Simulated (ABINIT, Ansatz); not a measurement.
## Hf (Hafnium): from the cell to the phonon bands

How does Hf (Hafnium) vibrate, and is this structure a minimum?

Method: DFT PBE, scalar-relativistic, plane waves, PseudoDojo norm-conserving pseudopotentials, in ABINIT 10.8.3.

Most raw output is cut from this account.

## (1) Set-up

Symmetry: P6_3/mmc, No. 194, hexagonal system. The conventional cell has a = 3.197 Å, b = 3.197 Å, c = 5.058 Å, α = 90.00°, β = 90.00°, γ = 120.00°. Nearest to Hf lie 12 Hf at 3.13 to 3.20 Å.

## (2) A first look

A first run with smearing and empty bands tells whether the crystal has a gap, which decides between fixed occupations and smearing later on.

Contents of probe.abi:

```
# ground state
tolvrs 1.0d-08
prtden 1
prtwf 1

# basis, mesh and filling
ecut 25.0
ngkpt 6 6 4
nshiftk 1
shiftk 0.0 0.0 0.0
istwfk *1
occopt 7
tsmear 0.005
nband 19
nstep 100
diemac 9.0
prtebands 0
prtgsr 0

# cell and atoms
acell 3*1.0 Angstrom
rprim 
    3.1967 0.0 0.0
    -1.59835 2.768423408 0.0
    0.0 0.0 5.0578
ntypat 1
znucl 72
natom 2
typat 1 1
xred 
    1/3 2/3 0.25
    2/3 1/3 0.75
pp_dirpath "./pseudo"
pseudos "Hf.upf"
```

On the command line:

```console
$ OMP_NUM_THREADS=1 mpirun -n 8 abinit probe.abi > probe.log
```

Run time: 4.8 s. Hardware: 8 MPI ranks of Arm Neoverse V1, shared host.

This step gave:

```yaml
volume_per_atom: 22.38 Å³
pressure: 0.4603 GPa
gap_on_the_k_mesh: 0 eV
```

No gap opens on this mesh, so smearing is kept; the printed pressure holds the stress of the finite basis too.

## (3) Relaxing the cell and atoms

The harmonic expansion needs vanishing forces, and a free crystal bears no stress, so cell and atoms are brought to rest. Stress is more sensitive to the basis than forces are: the last 3 Ha under the cutoff are smoothed with ecutsm, and the cutoff is raised above that of the later runs.

Contents of relax.abi:

```
# relaxation
ionmov 2
optcell 2
dilatmx 1.08
ntime 40
tolmxf 1.0d-05
tolvrs 1.0d-14
prtwf 0
prtden 0
chksymtnons 0

# basis, mesh and filling
ecut 32.0
ecutsm 3.0
ngkpt 12 12 6
nshiftk 1
shiftk 0.0 0.0 0.0
istwfk *1
occopt 7
tsmear 0.01
nband 19
nstep 100
diemac 1000000.0
prtebands 0
prtgsr 0

# cell and atoms
acell 3*1.0 Angstrom
rprim 
    3.1967 0.0 0.0
    -1.59835 2.768423408 0.0
    0.0 0.0 5.0578
ntypat 1
znucl 72
natom 2
typat 1 1
xred 
    1/3 2/3 0.25
    2/3 1/3 0.75
pp_dirpath "./pseudo"
pseudos "Hf.upf"
```

On the command line:

```console
$ OMP_NUM_THREADS=1 mpirun -n 8 abinit relax.abi > relax.log
```

Elapsed: 2 min, on 8 MPI ranks; 16 min of CPU time.

The steps of the relaxation:

```
step  energy less that of the first step (eV)  largest force (eV/Å)  volume (Å³)
   1                                   0.0000                0.0000        44.76
   2                                  -0.0006                0.0000        44.88
   3                                  -0.0010                0.0000        45.12
   4                                  -0.0010                0.0000        45.12
   5                                  -0.0010                0.0000        45.12
   6                                  -0.0010                0.0000        45.12
   7                                  -0.0010                0.0000        45.12
```

```
conventional cell, symmetrised  before  after  change
                         a (Å)   3.197  3.205  +0.2 %
                         b (Å)   3.197  3.205  +0.2 %
                         c (Å)   5.058  5.074  +0.3 %
              volume (Å³/atom)   22.38  22.56  +0.8 %
```

Final coordinates:

```xyz
2
Lattice="3.2046 0.0000 0.0000 -1.6023 2.7753 0.0000 0.0000 0.0000 5.0736" Properties=species:S:1:pos:R:3 pbc="T T T"
Hf    0.0000    1.8502    1.2684
Hf    1.6023    0.9251    3.8052
```

This step gave:

- volume per atom: 22.56 Å³
- pressure: -5.24e-4 GPa

The volume changes by +0.8 % in this run and stands +0.8 % from the first cell.

## (4) Ground state

The response is built on these wavefunctions, so the potential is converged far more tightly than an energy would need. Smearing stays on, as the first look found no gap above 0.3 eV.

Contents of gs.abi:

```
# ground state
tolvrs 1.0d-16
prtden 1
prtwf 1

# basis, mesh and filling
ecut 25.0
ngkpt 12 12 6
nshiftk 1
shiftk 0.0 0.0 0.0
istwfk *1
occopt 7
tsmear 0.01
nband 19
nstep 100
diemac 1000000.0
prtebands 0
prtgsr 0

# cell and atoms
acell 3*1.0 Angstrom
rprim 
    3.20460173 0.0 0.0
    -1.602300865 2.775266507 0.0
    0.0 0.0 5.073567145
ntypat 1
znucl 72
natom 2
typat 1 1
xred 
    1/3 2/3 0.25
    2/3 1/3 0.75
pp_dirpath "./pseudo"
pseudos "Hf.upf"
```

On the command line:

```console
$ OMP_NUM_THREADS=1 mpirun -n 8 abinit gs.abi > gs.log
```

The job ended after 16 s (8 MPI ranks; 2.1 min of CPU time).

Read from the output:

```
pressure : -0.5687 GPa
```

The cell stands at -0.57 GPa: the relaxation ran with a smoothed and higher cutoff, and the difference is a stress of the finite basis.

## (5) Linear response at Γ

At q = 0 one unit cell holds all displacements. The response is solved for single atoms along the cell's directions, and symmetry skips those that follow from others. The crystal is treated as a metal, which screens a static field, so no field response is asked.

Contents of dfpt_gamma.abi:

```

# common to the responses
getwfk_filepath "gso_WFK"
kptopt 2
nqpt 1
qpt 0.0 0.0 0.0
asr 0
chneut 0

# displacements
rfphon 1
rfatpol 1 2
rfdir 1 1 1
tolvrs 1.0d-10
prtwf 0
prtpot 1

# basis, mesh and filling
ecut 25.0
ngkpt 12 12 6
nshiftk 1
shiftk 0.0 0.0 0.0
istwfk *1
occopt 7
tsmear 0.01
nband 19
nstep 100
diemac 1000000.0
prtebands 0
prtgsr 0

# cell and atoms
acell 3*1.0 Angstrom
rprim 
    3.20460173 0.0 0.0
    -1.602300865 2.775266507 0.0
    0.0 0.0 5.073567145
ntypat 1
znucl 72
natom 2
typat 1 1
xred 
    1/3 2/3 0.25
    2/3 1/3 0.75
pp_dirpath "./pseudo"
pseudos "Hf.upf"
```

On the command line:

```console
$ OMP_NUM_THREADS=1 mpirun -n 8 abinit dfpt_gamma.abi > dfpt_gamma.log
```

The job ended after 69 s (8 MPI ranks; 9.2 min of CPU time).

Numbers from this step:

```
largest acoustic frequency at the zone centre before the sum rule : 2.46 cm⁻¹
highest optical zone-centre mode (no LO-TO term)                  : 102.4 cm⁻¹
lowest optical zone-centre mode                                   : 77.92 cm⁻¹
```

The acoustic modes at Γ come out as far as 2.5 cm⁻¹ from zero, where they should vanish, a small numerical error.

## (6) Linear response on the mesh

Linear response treats each wavevector of the 3×3×2 mesh in the unit cell; the first-order potentials are kept for the electron-phonon matrix elements.

Contents of dfpt_q.abi:

```
ndtset 5

# wavevectors
qpt1 0.3333333333 0.0 0.0
qpt2 0.3333333333 0.3333333333 0.0
qpt3 0.0 0.0 0.5
qpt4 0.3333333333 0.0 0.5
qpt5 0.3333333333 0.3333333333 0.5

# displacements
getwfk_filepath "gso_WFK"
getwfq_filepath "gso_WFK"
kptopt 3
nqpt 1
rfphon 1
rfatpol 1 2
rfdir 1 1 1
tolvrs 1.0d-10
prtwf 0
prtpot 1

# basis, mesh and filling
ecut 25.0
ngkpt 12 12 6
nshiftk 1
shiftk 0.0 0.0 0.0
istwfk *1
occopt 7
tsmear 0.01
nband 19
nstep 100
diemac 1000000.0
prtebands 0
prtgsr 0

# cell and atoms
acell 3*1.0 Angstrom
rprim 
    3.20460173 0.0 0.0
    -1.602300865 2.775266507 0.0
    0.0 0.0 5.073567145
ntypat 1
znucl 72
natom 2
typat 1 1
xred 
    1/3 2/3 0.25
    2/3 1/3 0.75
pp_dirpath "./pseudo"
pseudos "Hf.upf"
```

On the command line:

```console
$ OMP_NUM_THREADS=1 mpirun -n 8 abinit dfpt_q.abi > dfpt_q.log
```

It took 27 min on 8 MPI ranks.

This step gave:

```
lowest mode on the q mesh (acoustic ones at the zone centre apart) : 55.21 cm⁻¹
```

Frequencies (cm⁻¹) before the sum rule at the irreducible wavevectors but Γ, which is solved apart; negative means imaginary. Frequencies by wavevector:

```
    q (fractions)  star  mode 1  mode 2  mode 3  mode 4  mode 5  mode 6
       0.3333 0 0     6   55.28   63.57   110.1     113   113.4     128
  0.3333 0.3333 0     2   98.41   98.41   108.7   108.7   112.2   150.3
          0 0 0.5     1   55.21   55.21   55.21   55.21   105.8   105.8
     0.3333 0 0.5     6   89.45   89.45   90.97   90.98   137.1   137.1
0.3333 0.3333 0.5     2    56.5    56.5   133.5   133.5   141.3   141.3
```

## (7) Interpolated phonon bands

anaddb transforms the dynamical matrices to force constants and back along the path; points of the mesh come back as solved, but for the sum rule and, in polar crystals, the LO-TO term at Γ; the rest is interpolation.

Contents of anaddb.abi:

```
ddb_filepath "all_DDB"
output_file "anaddb.abo"
outdata_prefix "anaddb"
ifcflag 1
ngqpt 3 3 2
nqshft 1
q1shft 0.0 0.0 0.0
asr 1
chneut 0
dipdip 0
dipquad 0
quadquad 0
enunit 0
eivec 0
nph1l 93
qph1l 
    0.0 0.0 0.0 1.0
    0.05 0.0 0.0 1.0
    0.1 0.0 0.0 1.0
    0.15 0.0 0.0 1.0
    0.2 0.0 0.0 1.0
    0.25 0.0 0.0 1.0
    0.3 0.0 0.0 1.0
    0.35 0.0 0.0 1.0
    0.4 0.0 0.0 1.0
    0.45 0.0 0.0 1.0
    0.5 0.0 0.0 1.0
    0.48333333 0.03333333 0.0 1.0
    0.46666667 0.06666667 0.0 1.0
    0.45 0.1 0.0 1.0
    0.43333333 0.13333333 0.0 1.0
    0.41666667 0.16666667 0.0 1.0
    0.4 0.2 0.0 1.0
    0.38333333 0.23333333 0.0 1.0
    0.36666667 0.26666667 0.0 1.0
    0.35 0.3 0.0 1.0
    0.33333333 0.33333333 0.0 1.0
    0.3 0.3 0.0 1.0
    0.26666667 0.26666667 0.0 1.0
    0.23333333 0.23333333 0.0 1.0
    0.2 0.2 0.0 1.0
    0.16666667 0.16666667 0.0 1.0
    0.13333333 0.13333333 0.0 1.0
    0.1 0.1 0.0 1.0
    0.06666667 0.06666667 0.0 1.0
    0.03333333 0.03333333 0.0 1.0
    0.0 0.0 0.0 1.0
    0.0 0.0 0.05 1.0
    0.0 0.0 0.1 1.0
    0.0 0.0 0.15 1.0
    0.0 0.0 0.2 1.0
    0.0 0.0 0.25 1.0
    0.0 0.0 0.3 1.0
    0.0 0.0 0.35 1.0
    0.0 0.0 0.4 1.0
    0.0 0.0 0.45 1.0
    0.0 0.0 0.5 1.0
    0.05 0.0 0.5 1.0
    0.1 0.0 0.5 1.0
    0.15 0.0 0.5 1.0
    0.2 0.0 0.5 1.0
    0.25 0.0 0.5 1.0
    0.3 0.0 0.5 1.0
    0.35 0.0 0.5 1.0
    0.4 0.0 0.5 1.0
    0.45 0.0 0.5 1.0
    0.5 0.0 0.5 1.0
    0.48333333 0.03333333 0.5 1.0
    0.46666667 0.06666667 0.5 1.0
    0.45 0.1 0.5 1.0
    0.43333333 0.13333333 0.5 1.0
    0.41666667 0.16666667 0.5 1.0
    0.4 0.2 0.5 1.0
    0.38333333 0.23333333 0.5 1.0
    0.36666667 0.26666667 0.5 1.0
    0.35 0.3 0.5 1.0
    0.33333333 0.33333333 0.5 1.0
    0.3 0.3 0.5 1.0
    0.26666667 0.26666667 0.5 1.0
    0.23333333 0.23333333 0.5 1.0
    0.2 0.2 0.5 1.0
    0.16666667 0.16666667 0.5 1.0
    0.13333333 0.13333333 0.5 1.0
    0.1 0.1 0.5 1.0
    0.06666667 0.06666667 0.5 1.0
    0.03333333 0.03333333 0.5 1.0
    0.0 0.0 0.5 1.0
    0.5 0.0 0.5 1.0
    0.5 0.0 0.45 1.0
    0.5 0.0 0.4 1.0
    0.5 0.0 0.35 1.0
    0.5 0.0 0.3 1.0
    0.5 0.0 0.25 1.0
    0.5 0.0 0.2 1.0
    0.5 0.0 0.15 1.0
    0.5 0.0 0.1 1.0
    0.5 0.0 0.05 1.0
    0.5 0.0 0.0 1.0
    0.33333333 0.33333333 0.5 1.0
    0.33333333 0.33333333 0.45 1.0
    0.33333333 0.33333333 0.4 1.0
    0.33333333 0.33333333 0.35 1.0
    0.33333333 0.33333333 0.3 1.0
    0.33333333 0.33333333 0.25 1.0
    0.33333333 0.33333333 0.2 1.0
    0.33333333 0.33333333 0.15 1.0
    0.33333333 0.33333333 0.1 1.0
    0.33333333 0.33333333 0.05 1.0
    0.33333333 0.33333333 0.0 1.0
```

Contents of mrgddb.in:

```
all_DDB
merged
6
dfpt_gammao_DDB
dfpt_qo_DS1_DDB
dfpt_qo_DS2_DDB
dfpt_qo_DS3_DDB
dfpt_qo_DS4_DDB
dfpt_qo_DS5_DDB
```

On the command line:

```console
$ mrgddb < mrgddb.in > mrgddb.log
$ OMP_NUM_THREADS=1 anaddb anaddb.abi > anaddb.log
```

Wall time 0.53 s (1 thread).

This step gave:

* lowest frequency on the path: 0 cm⁻¹

Anaddb. The phonon branches at the labelled points (cm⁻¹):

```
    point  branch 1  branch 2  branch 3  branch 4  branch 5  branch 6
        Γ         0         0         0        78        78       102
  halfway        48        50        89       102       111       115
        M        60        78       113       124       131       136
  halfway        79        84       109       115       129       143
        K        98        98       109       109       112       150
  halfway        57        64        86       112       116       119
        Γ         0         0         0        78        78       102
  halfway        30        30        67        72        72       109
        A        55        55        55        55       106       106
  halfway        80        80        84        84       126       126
        L        95        95        97        97       147       147
  halfway        69        69       121       121       145       145
        H        56        56       134       134       141       141
  halfway        71        71       101       101       130       130
        A        55        55        55        55       106       106
jump to L        95        95        97        97       147       147
  halfway        72        88       104       117       139       141
        M        60        78       113       124       131       136
jump to H        56        56       134       134       141       141
  halfway        75        75       119       129       129       146
        K        98        98       109       109       112       150
```

All branches are real along the path.

## (8) Sums over the zone

Sums over the zone need many more wavevectors than were solved, so the interpolation is sampled on a dense mesh.

Contents of anaddb.abi:

```
ddb_filepath "all_DDB"
output_file "anaddb.abo"
outdata_prefix "anaddb"
ifcflag 1
ngqpt 3 3 2
nqshft 1
q1shft 0.0 0.0 0.0
asr 1
chneut 0
dipdip 0
dipquad 0
quadquad 0
prtdos 2
ng2qpt 16 16 9
dosdeltae 4.5563e-06
ntemper 11
temperinc 100.0
tempermin 0.0
```

On the command line:

```console
$ OMP_NUM_THREADS=1 anaddb anaddb.abi > anaddb.log
```

Run time: 0.58 s. Hardware: 1 thread.

Read from the output:

* share of modes beyond 3i cm⁻¹ on the dense interpolated mesh: 0
* zero-point energy per atom: 18.59 meV
* heat capacity at 300 K: 24.43 J/(mol atoms K)
* vibrational entropy at 300 K: 44.72 J/(mol atoms K)

The phonon density of states has structure finer than the step of the table below, so its rows give means over 10 cm⁻¹, whole bins alone (the curve runs from -30 to 180 cm⁻¹). Peaks (cm⁻¹: height): 70.0: 0.0942, 111.0: 0.0950, 142.0: 0.0873.

Tetrahedra. The phonon density of states by wavenumber; means over each step:

```
wavenumber (cm⁻¹)  phonon density of states (1/cm⁻¹/cell)
              -10                                       0
                0                                  1.1e-5
               10                                  3.1e-4
               20                                 0.00157
               30                                 0.00405
               40                                 0.00813
               50                                  0.0152
               60                                  0.0373
               70                                  0.0779
               80                                  0.0623
               90                                  0.0478
              100                                  0.0601
              110                                  0.0784
              120                                  0.0656
              130                                  0.0655
              140                                  0.0689
              150                                 0.00760
              160                                       0
```

Harmonic thermodynamic functions per atom, summed over the density of states scaled to three modes an atom; melting is ignored. Thermodynamic functions:

```
T (K)  F_vib (meV/atom)  S (J/mol-atom/K)  C_V (J/mol-atom/K)
    0             18.59                 0                   0
   50             17.48              7.09               13.26
  100             10.53             19.23               20.88
  200            -18.29             34.92               23.82
  300            -59.88             44.72               24.43
  400            -110.1             51.78               24.66
  500            -166.7             57.29               24.76
  600            -228.5             61.81               24.82
  700            -294.6             65.64               24.85
  800            -364.4             68.96               24.87
  900            -437.4             71.89               24.89
 1000            -513.3             74.51                24.9
```

At 300 K the heat capacity has reached 98 % of the Dulong-Petit value.

## (9) Cross-check with Ansatz

A second program on the same cell, potentials, cutoff and meshes tests the implementation of the phonon response, not its convergence.

This step: DFT PBE, scalar-relativistic, plane waves, PseudoDojo norm-conserving pseudopotentials (Ansatz 0.2.0).

Contents of input.yaml:

```yaml
crystal:
  lattice:
    - [3.2046017295, 0.0, 0.0]
    - [-1.6023008647, 2.7752665067, 0.0]
    - [0.0, 0.0, 5.0735671452]
  atoms:
    - { symbol: Hf, position: [0.3333333333, 0.6666666667, 0.25] }
    - { symbol: Hf, position: [0.6666666667, 0.3333333333, 0.75] }
kpoints:
  mp_grid: { grid: [12, 12, 6] }
hamiltonian:
  xc: pbe
  pseudopotentials: { kind: nc, accuracy: standard }
scf:
  occupations: { method: gaussian, width: 0.27211 }
output:
  eigenvalues: true
basis:
  ecutwfc: 680.285
phonons:
  method: dfpt
  qmesh: [3, 3, 2]
  temperatures: { t_max: 1000, t_step: 50 }
  qpath:
    path:
      - [[0.0, 0.0, 0.0], [0.5, 0.0, 0.0], [0.33333333, 0.33333333, 0.0], [0.0, 0.0, 0.0], [0.0, 0.0, 0.5], [0.5, 0.0, 0.5], [0.33333333, 0.33333333, 0.5], [0.0, 0.0, 0.5]]
      - [[0.5, 0.0, 0.5], [0.5, 0.0, 0.0]]
      - [[0.33333333, 0.33333333, 0.5], [0.33333333, 0.33333333, 0.0]]
    npoints: 10
  electrical_resistivity: { temperatures: [77, 300], mesh: [24, 24, 12] }
```

On the command line:

```console
$ ansatz run input.yaml --threads 8 --pin off --max-ram 16384MiB --backend cpu --events-out ev --progress --plain --runs-dir out
```

Wall time 4.1 min (8 threads); peak memory 2.1 GiB.

This step gave:

```
sum-rule residual before enforcement                               : 5.32e-5 eV/Å²
mean frequency                                                     : 99.9 cm⁻¹
Debye temperature (second moment)                                  : 193 K
logarithmic mean frequency                                         : 95.2 cm⁻¹
highest optical zone-centre mode (no LO-TO term)                   : 102.5 cm⁻¹
lowest optical zone-centre mode                                    : 77.87 cm⁻¹
lowest mode on the q mesh (acoustic ones at the zone centre apart) : 55.09 cm⁻¹
zero-point energy per atom                                         : 18.58 meV
vibrational entropy at 300 K                                       : 44.75 J/(mol atoms K)
```

## (10) Side by side: ABINIT PseudoDojo and Ansatz, PseudoDojo

Numbers from this step:

```
root-mean-square difference             : 0.06 cm⁻¹
largest difference                      : 0.12 cm⁻¹
root-mean-square difference on the path : 0 cm⁻¹
largest difference on the path          : 0.1 cm⁻¹
```

The 12 of 33 modes that differ most. Frequencies side by side:

```
q (reciprocal lattice)  mode  ABINIT PseudoDojo (cm⁻¹)  Ansatz, PseudoDojo (cm⁻¹)
                 0 0 0     4                     77.92                      77.87
                 0 0 0     5                     77.92                      77.87
            0.3333 0 0     1                     55.28                      55.19
               0 0 0.5     1                     55.21                      55.09
               0 0 0.5     2                     55.21                      55.09
               0 0 0.5     3                     55.21                      55.09
               0 0 0.5     4                     55.21                      55.09
          0.3333 0 0.5     4                     90.98                      90.93
     0.3333 0.3333 0.5     1                      56.5                       56.4
     0.3333 0.3333 0.5     2                      56.5                       56.4
     0.3333 0.3333 0.5     3                     133.5                      133.5
     0.3333 0.3333 0.5     4                     133.5                      133.5
```

The interpolated bands of the two lie on top of each other.

At the solved wavevectors the largest difference (acoustic modes at Γ apart) is 0.08 % of the highest mode.

## (11) Results

```
space group after relaxation                                       : P6_3/mmc
volume per atom                                                    : 22.6 Å³
highest optical zone-centre mode (no LO-TO term)                   : 102.4 cm⁻¹
lowest optical zone-centre mode                                    : 77.9 cm⁻¹
q mesh                                                             : 3×3×2
lowest mode on the q mesh (acoustic ones at the zone centre apart) : 55.2 cm⁻¹
zero-point energy per atom                                         : 18.6 meV
heat capacity at 300 K                                             : 24.4 J/(mol atoms K)
vibrational entropy at 300 K                                       : 44.7 J/(mol atoms K)
imaginary modes on the q mesh                                      : none
largest difference from Ansatz, PseudoDojo                         : 0.12 cm⁻¹
```

In words: Hf (Hafnium) is dynamically stable on the 3×3×2 mesh; its spectrum reaches 150 cm⁻¹. At the PBE level the optical modes of Hf (Hafnium) at the zone centre run from 78 to 102 cm⁻¹. Along axes with an odd number of divisions the mesh misses the zone-boundary points at one half, where instabilities often lie; those are only interpolated. The base run prints -0.57 GPa, mostly the error of a finite basis; the relaxation, with a smoothed and higher cutoff, had brought the cell to rest. ABINIT PseudoDojo and Ansatz, PseudoDojo agree to 0.12 cm⁻¹ (0.08 % of the highest mode compared) on all solved modes but the acoustic ones at Γ. These are harmonic frequencies at zero temperature: anharmonic shifts and linewidths and thermal expansion are left out. Spin-orbit coupling is left out, which can matter for the heavy elements here. In a metal the frequencies hang on the k mesh and the smearing, most of all near Kohn anomalies. Ansatz warns that the cutoff lies 14 % under the one recommended for these files; agreement at one cutoff is not convergence. Electron-phonon sums were run after this but are left out, since no second program bore their λ out within 30 %; a λ that a log prints is not taken as a result.

[Host names and launcher messages were left out of these logs when they were recorded.]

[Logs are printed without paths, hosts, clocks, repeated set-up lines and the standing remarks that a program may print on its own settings, such as how far it seeks lower states.]

[Hosts, paths, dates, database ids (printed as entryN), source tags and the programs' standing remarks are cut or masked in the printed files.]
